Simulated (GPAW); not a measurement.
Consider ZrCu2P2 (P-3m1).

```
Zr Cu P
1.0
     3.79715    0.00000    0.00000
    -1.89858    3.28843    0.00000
     0.00000    0.00000    6.15259
Zr Cu P
1 2 2
Direct
  0.00000 0.00000 0.00000
  0.33333 0.66667 0.63889
  0.66667 0.33333 0.36111
  0.33333 0.66667 0.25217
  0.66667 0.33333 0.74783
```

Absorber: atom 4, with 3 Cu at 2.29 Å, 1 Cu at 2.38 Å and 3 Zr at 2.69 Å (7-fold, site symmetry 3m). Method: GPAW, LDA, excited-electron core hole (neutral cell), 15-atom cell with 6.6 Å between holes, 6×6×6 k points, dipole transitions, Gaussian full width 0.9 eV up to 4 eV, rising linearly to 3.5 eV at 25 eV.

What does the P K edge look like?

Main maxima up to 24 eV above the zero (height): 1.4 eV (1.15) and 6.6 eV (1.64). A K edge sees empty p states on the absorber. The total-energy difference is 2146.95 eV. One term is added: -15.84 eV, since the hole is spin-paired here and a spin-polarised one costs that much less in the free atom (computed apart). The photon energy is then 2131.11 eV. The functional leaves an error in such absolute values: in the free atom LDA prices this hole 8.5 eV below PBE (computed apart), and PBE is itself good to a few eV.

The P K spectrum (energy from the lowest empty level; intensity scaled to a mean of 1 over the first 20 eV; polarised curves are means over the symmetry-equivalent atoms):

```
E (eV)  isotropic  ε ⊥ c  ε ∥ c
  -2.0       0.00   0.00   0.00
  -1.5       0.00   0.00   0.00
  -1.0       0.00   0.00   0.01
  -0.5       0.09   0.06   0.15
   0.0       0.47   0.36   0.70
   0.5       0.86   0.82   0.92
   1.0       1.07   1.19   0.83
   1.5       1.14   1.17   1.06
   2.0       1.01   0.93   1.15
   2.5       0.83   0.78   0.94
   3.0       0.78   0.77   0.79
   3.5       0.80   0.77   0.85
   4.0       0.97   0.92   1.07
   4.5       1.21   1.16   1.31
   5.0       1.40   1.37   1.45
   5.5       1.52   1.52   1.53
   6.0       1.58   1.60   1.52
   6.5       1.64   1.71   1.49
   7.0       1.60   1.67   1.46
   7.5       1.46   1.51   1.37
   8.0       1.32   1.35   1.25
   8.5       1.21   1.24   1.15
   9.0       1.15   1.19   1.07
   9.5       1.09   1.13   0.99
  10.0       0.99   1.04   0.90
  10.5       0.92   0.96   0.86
  11.0       0.90   0.92   0.87
  11.5       0.91   0.90   0.93
  12.0       0.91   0.88   0.98
  12.5       0.88   0.83   0.99
  13.0       0.85   0.81   0.94
  13.5       0.84   0.81   0.89
  14.0       0.84   0.83   0.86
  14.5       0.85   0.85   0.85
  15.0       0.85   0.85   0.85
  15.5       0.84   0.85   0.82
  16.0       0.83   0.84   0.79
  16.5       0.81   0.84   0.75
  17.0       0.80   0.83   0.73
  17.5       0.78   0.81   0.73
  18.0       0.76   0.78   0.73
  18.5       0.73   0.73   0.72
  19.0       0.70   0.69   0.71
  19.5       0.67   0.66   0.69
  20.0       0.64   0.64   0.66
  20.5       0.63   0.63   0.63
  21.0       0.62   0.63   0.61
  21.5       0.62   0.63   0.60
  22.0       0.62   0.64   0.59
  22.5       0.62   0.64   0.60
  23.0       0.62   0.63   0.62
  23.5       0.62   0.62   0.63
  24.0       0.62   0.61   0.64
  24.5       0.63   0.62   0.66
  25.0       0.65   0.64   0.68
  25.5       0.69   0.69   0.70
  26.0       0.75   0.76   0.74
  26.5       0.83   0.85   0.79
  27.0       0.91   0.95   0.85
  27.5       0.99   1.04   0.90
  28.0       1.06   1.12   0.94
  28.5       1.10   1.16   0.98
  29.0       1.11   1.17   1.00
  29.5       1.09   1.14   1.01
  30.0       1.06   1.08   1.00
  30.5       1.01   1.01   1.00
  31.0       0.95   0.93   0.99
```

The structure is a computed Materials Project entry and may be a hypothetical form.

[Banner, clock and machine lines of the logs are left out without a mark of their own.]

[Logs are printed without paths, hosts, clocks, repeated set-up lines and the standing remarks that a program may print on its own settings, such as how far it seeks lower states.]

[Hosts, paths, dates, database ids (printed as entryN), source tags and the programs' standing remarks are cut or masked in the printed files.]

[Lists of maxima count a maximum above −3 eV only where it reaches 4 % of the highest in the window and stands out from its surroundings by 2 % of it (1.5 % where it reaches 55 %); shoulders and weaker maxima are passed over, and of the rest the first, up to two pre-edge ones and the few strongest are named.]
